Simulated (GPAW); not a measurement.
# SrTiO3 (Tausonite): G0W0 with GPAW, start to end, part 2 of 2

Aim: the G0W0 gap of SrTiO3 (Tausonite) on PBE, step by step.

GPAW 26.7.0; PBE and many-body steps on it, plane waves. Known limits of the many-body steps: not at the basis limit; no spin-orbit coupling; coarse k mesh.

So far. Step 3 (Bands along the symmetry lines): The gap is 1.901 eV, as in the run before at this level. Step 4 (Empty states on the mesh, 4×4×4 mesh, 323 bands): On this mesh the gap is 1.901 eV.

### Step 5. Screening and self-energy, 4×4×4 mesh, 313 bands, screening to 175 eV

Now the one-shot GW correction: screening in the RPA, then the self-energy of the levels asked for.

This step: G0W0 on PBE, plane waves, PAW.

The input, run.py:

```python
import json
import numpy as np
from gpaw.mpi import world
from gpaw.response.g0w0 import G0W0

gw = G0W0('full.gpw',
    filename='gw',
    kpts=[0, 9],
    bands=(18, 22),
    ecut=175,
    nbands=313,
    integrate_gamma='WS',
    ppa=True)
gw.calculate()
res = {mode: {k: v for k, v in r.items() if k != 'sigma_eskwn'}
       for mode, r in gw.all_results.items()}

if world.rank == 0:
    with open('result.json', 'w') as f:
        json.dump(res, f, default=lambda x: x.tolist())
```

Run with:

```bash
mpirun -n 4 gpaw python run.py
```

Numbers of over 12 decimals in the logs are rounded to 6 here.

What it wrote:

```text
Using integrator: PointIntegrator
FrequencyGridDescriptor(from 0.000+0.000j to 0.000+27.211j eV, 2 points)
Nonperiodic BCs:  [False False False]
Using integrator: PointIntegrator
FrequencyGridDescriptor(from 0.000+0.000j to 0.000+27.211j eV, 2 points)
Nonperiodic BCs:  [False False False]
  ___  _ _ _
 |   || | | |
 | | || | | |
 |__ ||_____|
 |___|

BZ k-points: Symmetries present (total): 48

  [... matrices ...]
64 k-points: 4 x 4 x 4 Monkhorst-Pack grid + [1/8,1/8,1/8]
10 k-points in the irreducible part of the Brillouin zone
       k-points in crystal coordinates                weights
   0:     0.00000000    0.00000000    0.00000000          1/64
   1:     0.25000000    0.00000000    0.00000000          6/64
   2:     0.25000000    0.25000000    0.00000000         12/64
   3:     0.25000000    0.25000000    0.25000000          8/64
   4:     0.50000000    0.00000000    0.00000000          3/64
   5:     0.50000000    0.25000000    0.00000000         12/64
   6:     0.50000000    0.25000000    0.25000000         12/64
   7:     0.50000000    0.50000000    0.00000000          3/64
   8:     0.50000000    0.50000000    0.25000000          6/64
   9:     0.50000000    0.50000000    0.50000000          1/64

Distributing spins, k-points and bands (1 x 2 x 4) over 4 processes
Number of blocks: 1

Quasi particle states:
k-points (IBZ indices): [0, 9]
Band range: (18, 22)
  [... matrices ...]
Computational parameters:
Plane wave cut-off: 175 eV
Number of bands: 313
Coulomb cutoff: None
Broadening: 0.1 eV

fxc modes: GW
Kernel: RPA
Using Godby-Needs plasmon-pole approximation:
  Fitting energy: i*E0, E0 = 1.000 Hartree
Summing all q:

Calculating screened Coulomb potential
No Coulomb truncation
FrequencyGridDescriptor(from 0.000+0.000j to 0.000+27.211j eV, 2 points)
Removing empty qpoint cache files...

Calculating chi0 body with:
    Ground state adapter containing:
    Number of spins: 1
    Number of kpoints: 64
    Number of irreducible kpoints: 10
    Number of completely occupied states: 20
    Number of partially occupied states: 20
    Occupied states memory: 4.21875 M / cpu

    Linear response parametrization:
    q_c: [0.0, 0.0, 0.0]
    Number of frequency points: 2
    Planewave cutoff: 175.0
    Number of bands: 313
    Number of planewaves: 305
    Broadening (eta): 1e-06
    comm.size: 4
    kncomm.size: 4
    blockcomm.size: 1

    Memory estimate of potentially large arrays:
        chi0_wGG: 2.838898 M / cpu
Integrating chi0 body.

Symmetries of q_c:
    Direct symmetries (Uq -> q): 48
    Indirect symmetries (TUq -> q): 0
In total 48 allowed symmetries.

  [... matrices ...]
10 groups of equivalent kpoints. 84.375% reduction.

Integral kind: response function
Integrating chi0 head and wings.

Symmetries of q_c:
    Direct symmetries (Uq -> q): 48
    Indirect symmetries (TUq -> q): 0
In total 48 allowed symmetries.

  [... matrices ...]
10 groups of equivalent kpoints. 84.375% reduction.

Integral kind: response function wings

Calculating chi0 body with:
    Ground state adapter containing:
    Number of spins: 1
    Number of kpoints: 64
    Number of irreducible kpoints: 10
    Number of completely occupied states: 20
    Number of partially occupied states: 20
    Occupied states memory: 4.21875 M / cpu

    Linear response parametrization:
[... the further q-points ...]

Results:
f:      Occupation numbers
eps:     KS-eigenvalues [eV]
vxc:     KS vxc [eV]
exx:     Exact exchange [eV]
sigma:   Self-energies [eV]
dsigma:  Self-energy derivatives
Z:       Renormalization factors
qp:      QP-energies [eV]

k-point 0 (0): (0.000, 0.000, 0.000)                GW
band       f     eps     vxc     exx   sigma  dsigma       Z      qp
                                                                   GW
  18   1.000   6.196 -21.536 -26.320   4.258  -0.310   0.763   5.795
  19   1.000   6.196 -21.536 -26.319   4.258  -0.310   0.763   5.795
  20   0.000   8.446 -20.286 -12.644  -5.654  -0.296   0.772   9.981
  21   0.000   8.446 -20.286 -12.644  -5.654  -0.296   0.772   9.981

k-point 1 (9): (0.500, 0.500, 0.500)                GW
band       f     eps     vxc     exx   sigma  dsigma       Z      qp
                                                                   GW
  18   1.000   6.545 -21.039 -26.051   4.469  -0.319   0.758   6.134
  19   1.000   6.545 -21.039 -26.052   4.469  -0.319   0.758   6.133
  20   0.000  11.051 -23.837 -14.502  -6.900  -0.407   0.711  12.782
  21   0.000  11.051 -23.837 -14.502  -6.900  -0.407   0.711  12.782
```

Wall time 5.9 min (4 MPI ranks of Arm Neoverse N1, shared host); peak memory 1.9 GiB.

Numbers from this step:

| Property | Result |
| --- | --- |
| G0W0 gap on the points computed | 3.847 eV |
| least direct G0W0 gap on the computed points | 4.185 eV |
| Z at the valence top | 0.7580 |
| Z at the conduction bottom | 0.7719 |
| starting gap on the mesh | 1.901 eV |
| k of the valence top | 0.5, 0.5, 0.5 |
| k of the conduction bottom | 0, 0, 0 |

The gap on the mesh goes from 1.90 eV to 3.85 eV, a correction of +1.95 eV.

Limits: finite bands, cutoff and mesh; no spin-orbit coupling; coarse k mesh. v1 is the top filled band, c1 the lowest empty one. The levels before and after the correction (eV, zero at the valence-band top of each column):

|  | conduction bottom | valence top |
| --- | --- | --- |
| Kohn-Sham | 1.90 | 0.00 |
| G0W0 | 3.85 | 0.00 |

|  | level | energy (eV) |
| --- | --- | --- |
| Kohn-Sham | Γ v2-v1 | -0.349 |
| Kohn-Sham | Γ c1-c2 | 1.901 |
| Kohn-Sham | (0.5 0.5 0.5) v2-v1 | 0.000 |
| Kohn-Sham | (0.5 0.5 0.5) c1-c2 | 4.506 |
| G0W0 | Γ v2-v1 | -0.338 |
| G0W0 | Γ c1-c2 | 3.847 |
| G0W0 | (0.5 0.5 0.5) v2-v1 | 0.000 |
| G0W0 | (0.5 0.5 0.5) c1-c2 | 6.648 |

### Step 6. Where the time went

Times are wall times on 4 MPI ranks of Arm Neoverse N1, shared host, good to a factor of about two.

| step | time | share | memory (GiB) |
| --- | --- | --- | --- |
| ground state | 19 s | 4 % | 0.74 |
| bands along the symmetry lines | 23 s | 5 % | 0.82 |
| empty states on the mesh | 59 s | 13 % | 2 |
| screening and self-energy | 5.9 min | 78 % | 1.9 |

### Step 7. What came out

```json
{
 "PBE gap": "1.90 eV, indirect",
 "G0W0 gap on the mesh": "3.85 eV",
 "GW settings": "4×4×4 mesh, 313 bands, screening to 175 eV, Godby-Needs plasmon pole",
 "known limits": "not at the basis limit; no spin-orbit coupling; coarse k mesh"
}
```

G0W0 moves the gap on the mesh from 1.90 eV to 3.85 eV (+1.95 eV), with Z of 0.76 and 0.77 at the edges. Only 2 of the mesh's irreducible points were corrected, so a valley elsewhere could overtake. The dearest step here is «screening and self-energy». Against experiment, by G0W0@PBE: the direct gap of 4.19 eV lies +0.42 eV from the measured 3.77 eV (direct, 300 K, 2013). An exciton line or allowed optical edge lies below the quasiparticle gap by the binding energy; a forbidden edge can push the onset above it. The calculation has static nuclei and no excitons; a measured gap holds zero-point and thermal motion, which mostly lowers it. Bands and cutoff are finite, so the gap is not at the basis limit. The miss can reach some tenths of an eV and take either sign; the mesh is an error of its own. These stock PAW sets were not made for GW. In the G0W0 run levels were corrected at 2 k points alone, so a gap called «on the mesh» is the least over those, and an edge elsewhere would be missed. The 4×4×4 mesh is coarse for this cell, which bears on the long-range parts of exchange and screening. This is the ideal cubic cell; many perovskites, halides above all, are cubic only on average, and local tilts or off-centring can widen the gap. The many-body steps are scalar-relativistic: spin-orbit coupling is not in them.

[Paths, hosts, dates, memory and timing lines, banners, echoed tables and standing remarks are left out of the program output.]

[Logs are printed without paths, hosts, clocks, repeated set-up lines and the standing remarks that a program may print on its own settings, such as how far it seeks lower states.]

[Runs of the session that timed out or met a known fault of the program may be left out.]

[Hosts, paths, dates, database ids (printed as entryN), source tags and the programs' standing remarks are cut or masked in the printed files.]
